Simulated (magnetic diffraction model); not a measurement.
**Which magnetic order? HoTlCo**

Space group Pnma (no. 62), a = 7.2450 Å, b = 4.3370 Å, c = 8.4890 Å.

```
site  atom       x    y       z
  4c    Tl  0.1368  1/4  0.0585
  4c    Ho  0.0322  1/4  0.6767
  4c    Co  0.2543  1/4  0.3713
```

This is a made-up structure (elements placed in a structure type, unrelaxed), so the numbers test the method and describe no known phase.

Only Ho is taken to order (form factors of Ho3+); orders and moment sizes are assumed, and not adapted to the symmetry. Radiation: neutrons of λ = 2.0775 Å, 3° to 55°; isotropic B of 0.55 Å² (Tl), 0.58 Å² (Ho) and 0.81 Å² (Co). The intensities are simulated: I ∝ L Σ (|F_N|² + |F_M⊥|²) for unpolarised neutrons, with F_M = 2.695 fm/μB × Σ f(s) S exp(2πi Q·r) exp(−B s²) at Q = H ± k (one set where k and −k are equivalent), only the part normal to Q counting and L = 1/(sin²θ cos θ). For collinear order S is the moment m, which repeats by lattice and centring translations R with the sign exp(−2πi k·R). Form factors are spin-only for 3d ions and dipole or tabulated for f ions, scattering lengths are Sears's of 1992, and absorption is left out. A label names one of the reflections at its angle. The strongest nuclear line in the range is 100, and lines under 0.2 are left out.

Above the ordering temperature:

```
2θ (°)    index      I
 21.73  (1 0 1)    6.6
 28.33  (0 0 2)    1.3
 31.20  (0 1 1)    4.5
 32.95  (1 0 2)    8.7
 33.33  (2 0 0)    5.2
 35.49  (1 1 1)   20.3
 43.58  (1 1 2)  100.0
 43.88  (2 1 0)   65.6
 44.29  (2 0 2)   13.2
 46.30  (2 1 1)   67.9
 46.42  (1 0 3)   45.4
 51.99  (0 1 3)   42.5
 53.06  (2 1 2)   14.1
 53.13  (3 0 1)   34.1
 54.92  (1 1 3)   26.7
```

Below it (cell unchanged):

```tsv
2θ (°)	I
10.82	411.3
21.73	6.6
22.73	311.1
25.84	76.8
28.33	1.3
29.83	34.2
31.20	4.5
32.85	130.3
32.95	8.7
33.33	5.2
35.49	20.3
36.14	1.8
36.62	15.4
38.25	65.5
42.65	30.8
43.50	8.7
43.58	100.0
43.88	65.6
43.92	14.7
44.29	13.2
46.30	67.9
46.42	45.4
46.54	72.1
47.49	47.8
51.47	24.0
51.62	44.6
51.99	42.5
52.73	56.3
53.06	14.1
53.13	34.1
54.92	26.7
```

**Question.** Find the propagation vector, then choose among these models:
A. collinear moments along [010], 7.5 μB on Ho; signs + at (0.0322, 1/4, 0.6767), + at (0.9678, 3/4, 0.3233), − at (0.4678, 3/4, 0.1767), − at (0.5322, 1/4, 0.8233)
B. collinear moments along [101], 7.5 μB on Ho; signs + at (0.0322, 1/4, 0.6767), + at (0.9678, 3/4, 0.3233), − at (0.4678, 3/4, 0.1767), − at (0.5322, 1/4, 0.8233)
C. collinear moments along [010], 7.5 μB on Ho; signs + at (0.0322, 1/4, 0.6767), − at (0.9678, 3/4, 0.3233), − at (0.4678, 3/4, 0.1767), + at (0.5322, 1/4, 0.8233)
D. collinear moments along [101], 7.5 μB on Ho; signs + at (0.0322, 1/4, 0.6767), − at (0.9678, 3/4, 0.3233), − at (0.4678, 3/4, 0.1767), + at (0.5322, 1/4, 0.8233)

The new lines index as (1/2 0 1/2) at 10.82°, (1/2 0 3/2) at 22.73°, (3/2 0 1/2) at 25.84° and (1/2 1 1/2) at 29.83°, that is as H ± k with k = (1/2 0 1/2). Half indices mean that the moments reverse under translations with k·R a half-integer, and the magnetic cell has twice the primitive volume.

Magnetic intensity, observed (below minus above) and for each model:

| 2θ (°) | index | observed | A | B | C | D |
| --- | --- | --- | --- | --- | --- | --- |
| 10.82 | (1/2 0 -1/2) | 411.3 | 411.3 | 400.9 | 1045.7 | 1041.6 |
| 22.73 | (1/2 0 3/2) | 311.1 | 311.1 | 33.5 | 6.0 | 2.8 |
| 25.84 | (3/2 0 1/2) | 76.8 | 76.8 | 31.7 | 165.1 | 53.8 |
| 29.83 | (1/2 1 1/2) | 34.2 | 34.2 | 222.1 | 13.5 | 87.6 |
| 32.85 | (3/2 0 3/2) | 130.3 | 130.3 | 130.2 | 13.9 | 1.5 |
| 36.14 | (1/2 1 -3/2) | 1.8 | 1.8 | 3.4 | 92.6 | 208.7 |
| 36.62 | (1/2 0 -5/2) | 15.4 | 15.4 | 9.6 | 98.1 | 63.6 |
| 38.25 | (3/2 1 1/2) | 65.5 | 65.5 | 128.0 | 30.4 | 56.9 |

Model A matches.

The structure used: k = (1/2 0 1/2), collinear moments along [010], 7.5 μB on Ho; signs + at (0.0322, 1/4, 0.6767), + at (0.9678, 3/4, 0.3233), − at (0.4678, 3/4, 0.1767), − at (0.5322, 1/4, 0.8233).

[Logs are printed without paths, hosts, clocks, repeated set-up lines and the standing remarks that a program may print on its own settings, such as how far it seeks lower states.]
